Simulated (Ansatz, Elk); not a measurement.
**K3F: X-ray structure factors from the self-consistent density**

The structure of K3F used here is made up (a known structure type with other elements) and was relaxed beforehand with r2SCAN. The aim is the Fourier transform of its all-electron density, F(hkl), set beside the sum over free spherical atoms that refinements use.

Calculated with Elk 11.2.3 (patched build); DFT, PBE, all-electron APW+lo, Dirac cores, scalar-relativistic bands, static density, no spin.

The structure was built from a prototype and need not be the compound's stable phase.

### 1. The structure

It takes space group Pm-3m (No. 221, cubic). Conventional cell: a = 5.696 Å, b = 5.696 Å, c = 5.696 Å, α = 90.00°, β = 90.00°, γ = 90.00°. K has 4 F at 4.03 Å and 8 K at 4.03 Å nearest. F has 12 K at 4.03 Å nearest. Farther neighbours and most contacts between anions are not listed.

### 2. Ground state and structure factors

An all-electron density is needed, since X-rays see the cores too. Task 0 finds the density and task 195 Fourier-transforms it; tshift is off so that phases refer to the origin typed.

Input file elk.in:

```
tasks
  0
  195

xctype
  20

spinpol
  .false.

rgkmax
  7.0

gmaxvr
  14.0

lmaxo
  7

lmaxapw
  8

swidth
  0.002

tshift
  .false.

ramdisk
  .false.

hmaxvr
  5.5

maxscl
  120

epspot
  1e-06

sppath
  './'

avec
  10.76448306405 -0.00000000000 0.00000000000
  -0.00000000000 10.76448306405 0.00000000000
  0.00000000000 -0.00000000000 10.76448306405

atoms
  2
  'K.in'
  3
  0.5000000000 0.5000000000 0.0000000000   0.000000 0.000000 0.000000
  0.5000000000 0.0000000000 0.5000000000   0.000000 0.000000 0.000000
  -0.0000000000 0.5000000000 0.5000000000   0.000000 0.000000 0.000000
  'F.in'
  1
  -0.0000000000 0.0000000000 -0.0000000000   0.000000 0.000000 0.000000

ngridk
  4 4 4
```

Command:

```console
$ OMP_NUM_THREADS=4 elk
```

Numbers of over 12 decimals in the logs are rounded to 6 here.

Output:

```text
┌─────────────────────────┐
│ Elk code version 11.2.3 │
└─────────────────────────┘

All units are atomic (Hartree, Bohr, etc.)

┌─────────────────────────────────────────────────┐
│ Ground-state run starting from atomic densities │
└─────────────────────────────────────────────────┘

Lattice vectors :
   10.76448306      -0.000000000       0.000000000
  -0.000000000       10.76448306       0.000000000
   0.000000000      -0.000000000       10.76448306

Reciprocal lattice vectors :
  0.5836959629       0.000000000       0.000000000
   0.000000000      0.5836959629       0.000000000
  -0.000000000      -0.000000000      0.5836959629

Unit cell volume      :    1247.324740
Brillouin zone volume :   0.1988657849

Muffin-tin inner radius fraction :   0.1000000000E-01

Nuclei treated as point charges

Species : 1 (K)
 parameters loaded from : K.in
 name : potassium
 nuclear charge    :   -19.00000000
 electronic charge :    19.00000000
 atomic mass :    71271.84090
 muffin-tin radius :    2.400000000
 number of radial points in muffin-tin :    993
 inner part over the whole radius :   0.9891652203E-02
 number on inner part of muffin-tin    :    697
 approximate nuclear radius :   0.6514746337E-04
 number of mesh points to nuclear radius :    319
 atomic positions (lattice), magnetic fields (Cartesian) :
  1 :   0.50000000  0.50000000  0.00000000    0.00000000  0.00000000  0.00000000
  2 :   0.50000000  0.00000000  0.50000000    0.00000000  0.00000000  0.00000000
  3 :   0.00000000  0.50000000  0.50000000    0.00000000  0.00000000  0.00000000

Species : 2 (F)
 parameters loaded from : F.in
 name : fluorine
 nuclear charge    :   -9.000000000
 electronic charge :    9.000000000
 atomic mass :    34631.97045
 muffin-tin radius :    2.000000000
 number of radial points in muffin-tin :    593
 inner part over the whole radius :   0.9949055222E-02
 number on inner part of muffin-tin    :    410
 approximate nuclear radius :   0.5278478738E-04
 number of mesh points to nuclear radius :    175
 atomic positions (lattice), magnetic fields (Cartesian) :
  1 :   0.00000000  0.00000000  0.00000000    0.00000000  0.00000000  0.00000000

Total number of atoms per unit cell :    4
Total muffin-tin volume :    207.2278290
 ratio of muffin-tin to unit cell volume :   0.1661378327

Spin treatment :
 spin-unpolarised

Number of Bravais lattice symmetries :   48
Number of crystal symmetries         :   48
Crystal has inversion symmetry
Real symmetric eigensolver will be used

k-point grid :      4     4     4
k-point offset :    0.000000000       0.000000000       0.000000000
k-point set is reduced with full crystal symmetry group
Total number of k-points :       10

Muffin-tin radius times maximum |G+k| :    7.000000000
 using average radius
Maximum |G+k| for APW functions       :    3.043478261
Maximum (1/2)|G+k|²                   :    4.631379962
Maximum |G| for potential and density :    14.00000000
Constant for pseudocharge density :    8
 order of it for each species :   15  15
 order of it for pair densities of each species (exact exchange by exxq0 0: 16) :   11   6
Radial integration step length :    1

G-vector grid sizes :     48    48    48
Number of G-vectors :    57747

Maximum angular momentum used for
 APW functions            :    8
 outer part of muffin-tin :    7
 inner part of muffin-tin :    2

Total nuclear charge    :   -66.00000000
Total core charge       :    32.00000000
Total valence charge    :    34.00000000
Total excess charge     :    0.000000000
Total electronic charge :    66.00000000

Effective Wigner radius, rₛ :    1.652401817

Number of empty states         :     16
Total number of valence states :     34
Total number of core states    :     32

Third-order local-orbitals added for an l without core states : T
Total number of local-orbitals :     35

Exchange-correlation functional :     20     0     0
 Perdew-Burke-Ernzerhof, Phys. Rev. Lett. 77, 3865 (1996)
 gradient requirement :    1
[...]
xc potential                :     -148.68761029373
 exchange                    :     -108.46375138444
 correlation                 :     -2.563215
 electron entropic           :    -0.67730156235714E-03
 total energy                :     -1906.5286189504

Density of states at Fermi energy :    56.54514171
 (states/Hartree/unit cell)

Estimated indirect band gap :   0.3312135614E-02
 from k-point 5 to k-point 6
Estimated direct band gap   :   0.2100662950E-01
 at k-point 8

Charges :
 core                        :    32.00000000
 valence                     :    34.00000000
 interstitial                :    4.102020315
 muffin-tins (core leakage)
  species : 1 (K)
   atom 1                    :    17.53696814     ( -0.1025843659E-06)
   atom 2                    :    17.53696814     ( -0.1025843659E-06)
[...]
species : 2 (F)
[...]
total in muffin-tins        :    61.89797968
 total calculated charge     :    65.99999667
 total charge                :    66.00000000
 error                       :   0.3331229649E-05

RMS change in Kohn-Sham potential (target) :   0.6839836383     (  0.1000000000E-05)
Absolute change in total energy (target)   :   0.5509081454E-01 (  0.1000000000E-03)

[... loops 3 to 14 left out ...]

┌──────────────────┐
│ Loop number : 15 │
└──────────────────┘

Energies :
 Fermi                       :     0.57524578745883E-01
 sum of occupied eigenvalues :     -1101.0527655800
 electron kinetic            :      1918.5580785580
 core electron kinetic       :      1788.4443791893
 Coulomb                     :     -3714.1765360599
 Coulomb potential           :     -2876.4881161471
 nuclear-nuclear             :     -239.77105844410
 electron-nuclear            :     -4076.2178346346
 Hartree                     :      601.81235701879
 Madelung                    :     -2275.9324779863
 xc potential                :     -143.12272799081
 exchange                    :     -108.11844921001
 correlation                 :     -2.558085
 electron entropic           :    -0.63144979301707E-03
 total energy                :     -1906.2956229879

Density of states at Fermi energy :    49.62037244
 (states/Hartree/unit cell)

Estimated indirect band gap :   0.8850405690E-02
 from k-point 3 to k-point 9
Estimated direct band gap   :   0.2962871679E-01
 at k-point 8

Charges :
 core                        :    32.00000000
 valence                     :    34.00000000
 interstitial                :    4.405825975
 muffin-tins (core leakage)
  species : 1 (K)
[...]
species : 2 (F)
[...]
total in muffin-tins        :    61.59417403
 total calculated charge     :    65.99999814
 total charge                :    66.00000000
 error                       :   0.1855501665E-05

RMS change in Kohn-Sham potential (target) :   0.6874019393E-06 (  0.1000000000E-05)
Absolute change in total energy (target)   :   0.3399745401E-04 (  0.1000000000E-03)

Convergence targets achieved

┌──────────────────┐
│ Loop number : 16 │
└──────────────────┘

Energies :
 Fermi                       :     0.57524385512814E-01
 sum of occupied eigenvalues :     -1101.0527645087
 electron kinetic            :      1918.5580752751
 core electron kinetic       :      1788.4443856990
 Coulomb                     :     -3714.1765300667
 Coulomb potential           :     -2876.4881178605
 nuclear-nuclear             :     -239.77105844410
 electron-nuclear            :     -4076.2178208038
 Hartree                     :      601.81234918121
 Madelung                    :     -2275.9324711365
 xc potential                :     -143.12272192324
 exchange                    :     -108.11844850173
 correlation                 :     -2.558085
 electron entropic           :    -0.63144900270994E-03
 total energy                :     -1906.2956195820

Density of states at Fermi energy :    49.62031247
 (states/Hartree/unit cell)

Estimated indirect band gap :   0.8850392456E-02
 from k-point 3 to k-point 9
Estimated direct band gap   :   0.2962874620E-01
 at k-point 8

Charges :
 core                        :    32.00000000
 valence                     :    34.00000000
 interstitial                :    4.405826378
 muffin-tins (core leakage)
  species : 1 (K)
[...]
atom 2                    :    17.57473736     ( -0.1019371503E-06)
   atom 3                    :    17.57473736     ( -0.1019371503E-06)
  species : 2 (F)
   atom 1                    :    8.869961531     ( -0.2954234946E-06)
 total in muffin-tins        :    61.59417362
 total calculated charge     :    65.99999814
 total charge                :    66.00000000
 error                       :   0.1855512608E-05

┌──────────────────────────────┐
│ Self-consistent loop stopped │
└──────────────────────────────┘

Wrote STATE.OUT
```

Wall time 21 s (4 threads of INTEL XEON PLATINUM 8581C at 2.10GHz (Emerald Rapids), shared host); peak memory 0.24 GiB; 38 s of CPU time.

SFACRHO.OUT:

```text

h k l indices transformed by vhmat matrix:
   1.000000000       0.000000000       0.000000000    
   0.000000000       1.000000000       0.000000000    
   0.000000000       0.000000000       1.000000000    

      h      k      l  multipl.   |H|            Re(F)            Im(F)           |F|

      0      0      0      1   0.0000000       66.000002      0.81225507E-16   66.000002    
      1      0      0      6  0.58369596      -8.4532042      0.35760823E-14   8.4532042    
      0     -1     -1     12  0.82547075      -7.4512587      0.44320811E-16   7.4512587    
     -1     -1     -1      8   1.0109911       53.302725      0.10388855E-13   53.302725    
      0      2      0      6   1.1673919       50.788023     -0.72111736E-14   50.788023    
     -1     -2      0     24   1.3051839      -6.9563649     -0.31453893E-14   6.9563649    
      1     -1     -2     24   1.4297573      -6.7574404     -0.56834845E-14   6.7574404    
      0     -2      2     12   1.6509415       42.910443      0.19269975E-14   42.910443    
     -1      2     -2     24   1.7510879      -6.2831201     -0.41438048E-14   6.2831201    
     -3      0      0      6   1.7510879      -6.2560005     -0.87427315E-14   6.2560005    
      0     -1      3     24   1.8458087      -6.1589756      0.65916959E-17   6.1589756    
     -3      1      1     24   1.9359005       38.816100      0.29151560E-14   38.816100    
     -2     -2      2      8   2.0219821       37.685702      0.80963422E-14   37.685702    
      3      0     -2     24   2.1045457      -5.8119091      0.78425955E-14   5.8119091    
     -1     -2      3     48   2.1839903      -5.7358772     -0.52917154E-15   5.7358772    
      0      0      4      6   2.3347839       34.040294     -0.95520526E-14   34.040294    
     -1      0      4     24   2.4066401      -5.5286800     -0.23731805E-14   5.5286800    
     -3     -2      2     24   2.4066401      -5.5180427     -0.59163195E-14   5.5180427
```

Elk indexes on the primitive cell of elk.in and gives |H| = 4π sin θ/λ in inverse bohr. Below, one row stands for each form hkl of the conventional cell (m members, Friedel mates merged), F is for one primitive cell and the density is static (no thermal factor). Free-atom factors are Waasmaier and Kirfel's, and R is Σm||F|−|F'||/Σm|F|.

```tsv
hkl	m	sin θ/λ (Å⁻¹)	abs F, DFT	neutral atoms	diff.
100	6	0.088	8.453	8.643	-0.190
110	12	0.124	7.451	8.051	-0.600
111	8	0.152	53.303	53.076	+0.226
200	6	0.176	50.788	50.539	+0.249
210	24	0.196	6.956	7.065	-0.109
211	24	0.215	6.757	6.828	-0.071
220	12	0.248	42.910	42.829	+0.082
221	24	0.263	6.283	6.274	+0.009
300	6	0.263	6.256	6.274	-0.018
310	24	0.278	6.159	6.131	+0.028
311	24	0.291	38.816	38.767	+0.049
222	8	0.304	37.686	37.644	+0.042
320	24	0.317	5.812	5.790	+0.022
321	48	0.328	5.736	5.700	+0.036
```

### 3. The highest occupied states alone

An energy window below the Fermi level keeps the highest occupied states, to see at which angles they scatter; shallow core shells can lie inside it and anion s states outside. No new self-consistency is needed.

Changes to elk.in since step 2:

```diff
@@ -1,3 +1,2 @@
 tasks
-  0
   195
@@ -40,2 +39,5 @@
 
+wsfac
+  -0.493720 0.357520
+
 sppath
```

Command:

```console
$ OMP_NUM_THREADS=4 elk
```

Output:

```text
┌─────────────────────────────────┐
│ Elk code version 11.2.3 started │
└─────────────────────────────────┘

Info(readinput): the functional depends on the density's gradient
 muffin-tin radial points multiplied by    2.00000
 (not where nrmtscf is given)

┌────────────────────┐
│ Current task : 195 │
└────────────────────┘

Info(sfacrho): density structure factors written to SFACRHO.OUT

 Energy window :  -0.4937200000      0.3575200000

┌──────────────────┐
│ Elk code stopped │
└──────────────────┘
```

It took 9.4 s on 4 threads; peak memory 0.16 GiB.

States within 15 eV below the Fermi level hold 8.00 electrons; any levels below the window count with the cores. Their amplitudes can exceed the total, where window and core parts have opposite phase:

```tsv
hkl	sin θ/λ (Å⁻¹)	abs F, window	abs F, all
100	0.088	4.644	8.453
110	0.124	4.853	7.451
111	0.152	4.077	53.303
200	0.176	3.834	50.788
210	0.196	3.518	6.956
211	0.215	3.244	6.757
220	0.248	2.867	42.910
221	0.263	2.590	6.283
300	0.263	2.609	6.256
310	0.278	2.412	6.159
```

### 4. Another try

In this try the input is made faulty on purpose, to show what that does.

The input is changed as shown.

Changes to elk.in since step 3:

```diff
@@ -1,2 +1,3 @@
 tasks
+  0
   195
@@ -10,3 +11,3 @@
 rgkmax
-  7.0
+  3.5
 
@@ -34,3 +35,3 @@
 maxscl
-  120
+  60
 
@@ -38,5 +39,2 @@
   1e-06
-
-wsfac
-  -0.493720 0.357520
```

Command:

```console
$ OMP_NUM_THREADS=4 elk
```

Output:

```text
┌─────────────────────────┐
│ Elk code version 11.2.3 │
└─────────────────────────┘

All units are atomic (Hartree, Bohr, etc.)

┌─────────────────────────────────────────────────┐
│ Ground-state run starting from atomic densities │
└─────────────────────────────────────────────────┘

Lattice vectors :
   10.76448306      -0.000000000       0.000000000
  -0.000000000       10.76448306       0.000000000
   0.000000000      -0.000000000       10.76448306

Reciprocal lattice vectors :
  0.5836959629       0.000000000       0.000000000
[...]
valence                     :    34.00000000
 interstitial                :    5.306130384
 muffin-tins (core leakage)
  species : 1 (K)
[...]
atom 3                    :    17.38232511     ( -0.1000210208E-06)
  species : 2 (F)
   atom 1                    :    8.546894284     ( -0.2954232534E-06)
 total in muffin-tins        :    60.69386962
 total calculated charge     :    65.99999567
 total charge                :    66.00000000
 error                       :   0.4329225106E-05

┌──────────────────────────────┐
│ Self-consistent loop stopped │
└──────────────────────────────┘

Wrote STATE.OUT
[key lines of the parts left out:]
total energy                :     -1905.1539967658
```

It took 15 s on 4 threads; peak memory 0.18 GiB.

The run finished. A setting was moved off its sound value on purpose, so it serves as a test and not as the result.

The fault put into the input: a cutoff far too low.

Its structure factors differ from the first run's by R = 0.4 %.

[end of part 1 of 2]

[Logs are printed without paths, hosts, clocks, repeated set-up lines and the standing remarks that a program may print on its own settings, such as how far it seeks lower states.]

[Hosts, paths, dates, database ids (printed as entryN), source tags and the programs' standing remarks are cut or masked in the printed files.]
